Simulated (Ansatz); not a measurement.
# V_O in LiLaSO (P4/nmm): charge-transition levels and formation energies

Aim: at which Fermi levels does V_O in LiLaSO (P4/nmm) change its charge? The model is a cell of 64 host atoms with 1 O taken out.

Calculated with Ansatz 0.2.0; place-levels on PBEsol runs: charge-transition levels and formation energies with image-charge correction and potential alignment at the atomic sites.

**1. Set-up**

The cell holds 63 atoms: 16 Li, 16 La, 16 S and 15 O. Cell: a = 11.242 Å, b = 11.242 Å, c = 8.634 Å, α = 90.0°, β = 90.0°, γ = 90.0°. It derives from LiLaSO (space group P4/nmm). Nearest the centre at fractional (0.500, 0.500, 0.000): La53 at 2.34 Å, La6 at 2.34 Å, La39 at 2.34 Å, La24 at 2.34 Å, O32 at 2.81 Å, O47 at 2.81 Å, O62 at 2.81 Å, O63 at 2.81 Å.

Known beforehand: the electronic dielectric constant, (5.41, 5.41, 5.12), and the static one, (20.61, 20.61, 13.45), from a response run on this crystal (DFPT, PBEsol) at that run's own cell.

The cell's shortest repeat is 8.6 Å.

**2. The runs of each charge state**

Levels follow from differences of total energies between charge states, each relaxed by itself.

Random displacements of about 0.05 Å break the site symmetry at the start, so that the relaxation can reach a distorted minimum if there is one. Forces are taken at one point at (¼, ¼, ¼). The cell holds 1 electron more than the neutral one, with a uniform background that keeps it neutral on the whole. The electron count is odd, so at least one spin is unpaired; this run locks the moment at 1 μB.

The sampling was tested on the host first: at the k-points planned (1x1x1 shifted 0.25 0.25 0.25) its energy lies 0.000 eV an atom from the dense-mesh value, under the bound of 0.02 eV set for this test; that bounds the host's error, not the defect's.

One of the inputs; charge, spin and start change from state to state.

Contents of qm1_M1.relax/input.yaml:

```yaml
crystal:
  lattice:
    - [7.94918281, 7.94918281, 0.0]
    - [-7.94918281, 7.94918281, 0.0]
    - [0.0, 0.0, 8.63382131]
  atoms:
    - { symbol: Li, position: [0.0, 0.25, 0.5] }
    - { symbol: Li, position: [0.25, 0.0, 0.5] }
[... 3 atom lines left out ...]
    - { symbol: La, position: [0.375, 0.375, 0.85598973] }
[... 5 atom lines left out ...]
    - { symbol: S, position: [0.375, 0.375, 0.33711286] }
[... 1 atom line left out ...]
    - { symbol: O, position: [0.25, 0.25, 0.0] }
[... 9 atom lines left out ...]
    - { symbol: La, position: [0.375, 0.625, 0.14401027] }
[... 1 atom line left out ...]
    - { symbol: S, position: [0.375, 0.625, 0.66288714] }
[... 3 atom lines left out ...]
    - { symbol: O, position: [0.25, 0.75, 0.0] }
[... 1 atom line left out ...]
    - { symbol: O, position: [0.25, 0.5, 0.0] }
[... 5 atom lines left out ...]
    - { symbol: La, position: [0.875, 0.375, 0.85598973] }
    - { symbol: La, position: [0.625, 0.375, 0.14401027] }
[... 1 atom line left out ...]
    - { symbol: S, position: [0.625, 0.375, 0.66288714] }
[... 4 atom lines left out ...]
    - { symbol: O, position: [0.75, 0.25, 0.0] }
    - { symbol: O, position: [0.5, 0.25, 0.0] }
[... 3 atom lines left out ...]
    - { symbol: Li, position: [0.5, 0.5, 0.5] }
[... 1 atom line left out ...]
    - { symbol: La, position: [0.625, 0.625, 0.85598973] }
[... 1 atom line left out ...]
    - { symbol: La, position: [0.625, 0.875, 0.14401027] }
    - { symbol: La, position: [0.875, 0.625, 0.14401027] }
[... 2 atom lines left out ...]
    - { symbol: S, position: [0.625, 0.625, 0.33711286] }
[... 1 atom line left out ...]
    - { symbol: O, position: [0.75, 0.75, 0.0] }
    - { symbol: O, position: [0.5, 0.75, 0.0] }
    - { symbol: O, position: [0.75, 0.5, 0.0] }
  host:
    repeats: [2, 2, 1]
    atoms:
      - { symbol: Li, position: [0.0, 0.5, 0.5] }
      - { symbol: Li, position: [0.5, 0.0, 0.5] }
      # ... 14 more atoms of the perfect host
total_charge: -1
basis:
  ecutwfc: 420
  xc_grid: 2
hamiltonian:
  xc: pbesol
kpoints:
  mp_grid: { grid: [1, 1, 1], shift: [0.25, 0.25, 0.25] }
magnetization:
  spin_polarized: true
  initial_magnetization: 1
  spin_locking: { lock_magnetization: hard }
scf:
  occupations: { method: fixed }
  max_iter: 60
output:
  forces: true
  charged_corrections:
    epsilon: [5.41, 5.41, 5.12]
    static_epsilon: [20.61, 20.61, 13.45]
    defect_position: [0.5, 0.5, 0.0]
relax:
  f_tol: 0.02
  max_steps: 80
  random_displacement: { amplitude: 0.05, seed: 812 }
checkpoint:
  write: "../qm1_M1.relax.run"
  compress: false
  write_wavefunctions: true
  write_every: 100000
```

Started as:

```bash
$ ansatz run input.yaml --threads 4 --pin off --max-ram 7536MiB --backend cpu --events-out ev --progress --plain --runs-dir out
```

Defect states can disperse in a cell of this size, so the energy is taken again at a 2×2×2 shifted mesh, on the relaxed structure.

The run of this state that the levels use, under PBEsol:

Contents of qm1_M1.point/input.yaml:

```yaml
crystal:
  checkpoint: "../qm1_M1.relax.run"
  host: checkpoint
total_charge: -1
basis:
  ecutwfc: 420
  xc_grid: 2
hamiltonian:
  xc: pbesol
kpoints:
  mp_grid: { grid: [2, 2, 2], shift: [0.5, 0.5, 0.5] }
magnetization:
  spin_polarized: true
  initial_magnetization: 1
  spin_locking: { lock_magnetization: hard }
scf:
  occupations: { method: fermi_dirac, width: 0.01 }
  max_iter: 60
output:
  forces: true
  eigenvalues: true
  charged_corrections:
    epsilon: [5.41, 5.41, 5.12]
    static_epsilon: [20.61, 20.61, 13.45]
    defect_position: [0.5, 0.5, 0.0]
  eigenstates: { localisation: true }
  populations: true
  efg: {}
  band_densities: [{ bands: [v1, v1] }, { bands: [c1, c1] }]
  write_density: true
  write_potential: true
  volumetric_format: npy
checkpoint:
  read: "../qm1_M1.relax.run"
  write: "../qm1_M1.point.run"
  compress: false
  write_wavefunctions: false
  write_every: 100000
```

Relaxations under PBEsol at one point at (¼, ¼, ¼); times on 4 threads of Arm Neoverse V2, shared host:

```tsv
charge	moment (μB)	occupations	outcome	steps	largest displacement against the far atoms (Å)	time
−1	1	fixed	converged	8	0.08	3.7 min
0	0	fixed	converged	5	0.08	61 s
+1	1	fixed	converged	5	0.12	2 min
+2	0	fixed	converged	5	0.22	65 s
0	2	fixed	converged	7	0.12	3 min
```

Single points under PBEsol at a 2×2×2 shifted mesh; times on 4 threads of Arm Neoverse V2, shared host:

```tsv
charge	moment (μB)	occupations	outcome	time
−1	1	fermi-dirac	converged	5.4 min
0	0	fermi-dirac	converged	94 s
+1	1	fermi-dirac	converged	3.3 min
+2	0	fermi-dirac	converged	83 s
0	2	fermi-dirac	converged	3.9 min
```

Distances (Å) from the ideal centre to the nearest atoms after relaxation with PBEsol:

```tsv
charge	moment (μB)	1.	2.	3.	4.	5.	6.
−1	1	La 2.40	La 2.41	La 2.41	La 2.42	O 2.76	O 2.76
0	0	La 2.40	La 2.41	La 2.41	La 2.42	O 2.75	O 2.75
0	2	La 2.44	La 2.44	La 2.45	La 2.45	O 2.72	O 2.72
+1	1	La 2.46	La 2.46	La 2.46	La 2.46	O 2.71	O 2.71
+2	0	La 2.56	La 2.56	La 2.56	La 2.56	O 2.62	O 2.62
```

**3. Placing the levels, PBEsol**

A charged cell interacts with its images and the background, and its potential has another zero than the host's. place-levels removes the first by a point-charge model, screened by the static dielectric constant since the ions have relaxed around the charge, and the second by comparing potentials at atoms far from the defect.

The host is a run of the defect-free crystal in the same cutoffs, grids and k-points, so that basis and sampling errors cancel in part in the differences. Its band edges come from a run of the primitive cell that searches the zone for them. The host is run in a cell of 16 atoms on a matching mesh. Chemical potentials are energies per atom of O (O2 molecule), run with the same functional and cutoff.

Contents of levels.point.yaml:

```yaml
host:
  run: host.point.run
  levels_from: { run: edges.point.run }
states: [qm1_M1.point.run, q0.point.run, qp1_M1.point.run, qp2.point.run, q0_M2.point.run]
geometry_from:
  qm1_M1.point.run: qm1_M1.relax.run
  q0.point.run: q0.relax.run
  qp1_M1.point.run: qp1_M1.relax.run
  qp2.point.run: qp2.relax.run
  q0_M2.point.run: q0_M2.relax.run
  host.point.run: host.relax.run
chemical_potentials:
  O:
    energy: -558.282649
    dataset: "<sha256 of the dataset>"
epsilon: [5.41, 5.41, 5.12]
static_epsilon: [20.61, 20.61, 13.45]
vertical:
  - { from: qm1_M1.point.run, to: qm1_M1.point_neutral.run }
  - { from: qp1_M1.point.run, to: qp1_M1.point_neutral.run }
  - { from: qp2.point.run, to: qp2.point_neutral.run }
```

Started as:

```bash
$ ansatz place-levels levels.point.yaml -- --threads 4 --pin off --max-ram 7536MiB
```

Numbers of over 12 decimals in the logs are rounded to 6 here.

Output:

```text
[... repeated set-up lines and file paths are left out, and long positions are rounded to six places ...]
(+2/+1) 1.802 eV above the valence edge, 1.265 eV under the conduction edge
(+1/0) 2.679 eV above the valence edge, 0.389 eV under the conduction edge
(0/-1) 3.110 eV above the valence edge (+3.347 eV without the band-filling correction), in the conduction band
formation energy of charge +2: +1.898 eV with the Fermi level at the valence edge
formation energy of charge +1: +3.700 eV with the Fermi level at the valence edge
formation energy of charge 0: +6.379 eV with the Fermi level at the valence edge
formation energy of charge -1: +9.489 eV with the Fermi level at the valence edge
vertical -1 to 0: no energy, since no alignment is typed
  the change from vertical[0].from (qm1_M1.point.run) to vertical[0].to (qm1_M1.point_neutral.run): by its potential at epsilon [5.41, 5.41, 5.12] it stands at 0.508 0.507 0.498, with an rms radius of about 5.2 Å (3.3 3.3 2.3 Å across the planes of the cell's [...]
vertical +1 to 0: no energy, since no alignment is typed
  the change from vertical[1].from (qp1_M1.point.run) to vertical[1].to (qp1_M1.point_neutral.run): by its spins about the atoms it stands at 0.500 0.500 1.000, with an rms radius of about 3.4 Å (2.1 2.1 1.7 Å across the planes of the cell's vectors); [...]
vertical +2 to 0: no energy, since no alignment is typed
  the change from vertical[2].from (qp2.point.run) to vertical[2].to (qp2.point_neutral.run): by its potential at epsilon [5.41, 5.41, 5.12] it stands at 0.500 0.500 1.000, with an rms radius of about 3.5 Å (2.1 2.1 1.8 Å across the planes of the cell's [...]
  edges by pbesol of host.levels_from (edges.point.run), its mesh sampled to repeats of 27.82 Å (the valence edge +0.136 eV and the conduction edge -0.265 eV from those of the host's own run), gap 3.068 eV; the host is sampled to repeats of 28.35 Å
  the defect's cells are sampled to repeats of 28.35 Å, like sampling
  charge +2: -124535.0287 eV with its correction of +0.291 eV, at epsilon [20.61, 20.61, 13.45], aligned at sites: -0.0763 eV, mean over 47 atomic sites at or beyond 4.32 Å from the defect at [0.5000, 0.5000, 0.0000], with +0.016195 for the charge's moments [...]
  charge +1: -124525.7620 eV with its correction of +0.032 eV, at epsilon [20.61, 20.61, 13.45], aligned at sites: -0.0794 eV, mean over 47 atomic sites at or beyond 4.32 Å from the defect at [0.5000, 0.5000, 0.0000], with +0.008484 for the charge's moments [...]
  charge 0: +0.000 eV for its dipole among its images, +0.000 omitted
  charge -1: -124504.8070 eV with its correction of +0.164 eV, at epsilon [20.61, 20.61, 13.45], aligned at sites: -0.0533 eV, mean over 47 atomic sites at or beyond 4.32 Å from the defect at [0.5000, 0.5000, 0.0000], with +0.003506 for the charge's moments [...]
  charge 0: states[4] (q0_M2.point.run) stands 0.438 eV higher, with a moment of 2.00 μB against 0.00
  of states[3] (qp2.point.run): it parts from the run at its places by a charge that spreads by about 1.8 Å along one vector (1.5 Å or more is wide), by its potential at epsilon [5.41, 5.41, 5.12], taken for that of held ions (one typed too small widens it), [...]
  of states[2] (qp1_M1.point.run): it parts from the run at its places by a charge that spreads by about 1.7 Å along one vector (1.5 Å or more is wide), by the spins about the atoms, where the cell does not tell a trapped carrier from a band state. [...]
  of states[0] (qm1_M1.point.run): it parts from the run at its places by a charge that spreads by about 3.3 Å along one vector (1.9 Å or more is wide), by its potential at epsilon [5.41, 5.41, 5.12], taken for that of held ions (one typed too small widens [...]
  of states[4] (q0_M2.point.run): its moments are held at its close (magnetization.spin_locking), by a field of 0.093 eV a Bohr magneton, and its energy and levels are of the state that this holds: a run that lets them go can end lower; [...]
  of vertical[0].from (qm1_M1.point.run): it parts from the run at its places by a charge that spreads by about 3.3 Å along one vector (1.9 Å or more is wide), by its potential at epsilon [5.41, 5.41, 5.12], taken for that of held ions (one typed too small [...]
  of vertical[1].from (qp1_M1.point.run): its displacements don't fall off away from the defect: farther atoms stand 0.019 Å off the host's places. [...]
  of vertical[1].to (qp1_M1.point_neutral.run): its displacements don't fall off away from the defect: farther atoms stand 0.019 Å off the host's places. [...]
  of vertical[2].from (qp2.point.run): its displacements don't fall off away from the defect: farther atoms stand 0.044 Å off the host's places. [...]
  of vertical[2].to (qp2.point_neutral.run): its displacements don't fall off away from the defect: farther atoms stand 0.044 Å off the host's places. [...]
```

Wall time 0.42 s (4 threads of Arm Neoverse V2, shared host).

Under PBEsol the gap is 3.07 eV, (+2/+1) 1.80, (+1/0) 2.68, (0/−1) 3.11 (outside the gap) (with band filling) eV.

Levels between the charges placed, in eV above the valence top:

```tsv
	gap (eV)	(+2/+1)	(+1/0)	(0/−1)
PBEsol	3.07	1.80	2.68	3.11
```

Corrections by state:

```tsv
charge	moment (μB)	image terms and alignment (eV)	band filling (eV)	ε used	over the lowest of its charge, as the program ranks them, band filling apart (eV)
+2	0.0	0.291	-	principal values (13.45, 20.61, 20.61)	0.000
+1	1.0	0.032	-	principal values (13.45, 20.61, 20.61)	0.000
0	0.0	0.000	-	-	0.000
−1	1.0	0.164	-0.237	principal values (13.45, 20.61, 20.61)	0.000
0	2.0	0.000	-	-	0.438
```

The charged structures listed were also run neutral, and place-levels reads from each pair, by the potential or the spins, how wide the charge is by which they differ; that can be the carrier of either run.

```tsv
charge	rms radius (Å)	spread where it is widest against the cell (Å)	wide from (Å)	reading
+2	3.5	1.77	1.50	wide
+1	3.4	1.70	1.50	wide
−1	5.2	3.28	1.95	wide
```

The neutral runs of these pairs need not share the spin of the lowest neutral state, and very wide values only mean spread over the cell.

From the program's caveats on the states, each cut to its opening words:

- charge +2: it parts from the run at its places by a charge that spreads by about 1.8 Å along one vector (1.5 Å or more is wide), by its potential at epsilon [5.41, 5.41, [...]
- charge +2: its displacements don't fall off away from the defect: farther atoms stand 0.044 Å off the host's places
- charge +1 (1 μB): it parts from the run at its places by a charge that spreads by about 1.7 Å along one vector (1.5 Å or more is wide), by the spins about the atoms, where the [...]
- charge +1 (1 μB): its displacements don't fall off away from the defect: farther atoms stand 0.019 Å off the host's places
- charge −1 (1 μB): it parts from the run at its places by a charge that spreads by about 3.3 Å along one vector (1.9 Å or more is wide), by its potential at epsilon [5.41, 5.41, [...]
- charge −1 (1 μB): a band-filling correction moves a carrier to the host's band edge, which changes its energy by -0.237 eV
- charge 0 (2 μB): its moments are held at its close (magnetization.spin_locking), by a field of 0.093 eV a Bohr magneton, and its energy and levels are of the state that this [...]

(Continued in part 2 of 2.)

[Logs are printed without paths, hosts, clocks, repeated set-up lines and the standing remarks that a program may print on its own settings, such as how far it seeks lower states.]

[Hosts, paths, dates, database ids (printed as entryN), source tags and the programs' standing remarks are cut or masked in the printed files.]

[Where a table of states has a column of steps, it counts the stored structures, which are thinned; the runs took as many ionic steps or more.]

[A defect's name tells the site on which it was built; relaxed atoms can leave that site.]

[For some hosts the program warned that the k-mesh of the response run may be too coarse for force constants and the static dielectric constant; such warnings are not shown here.]
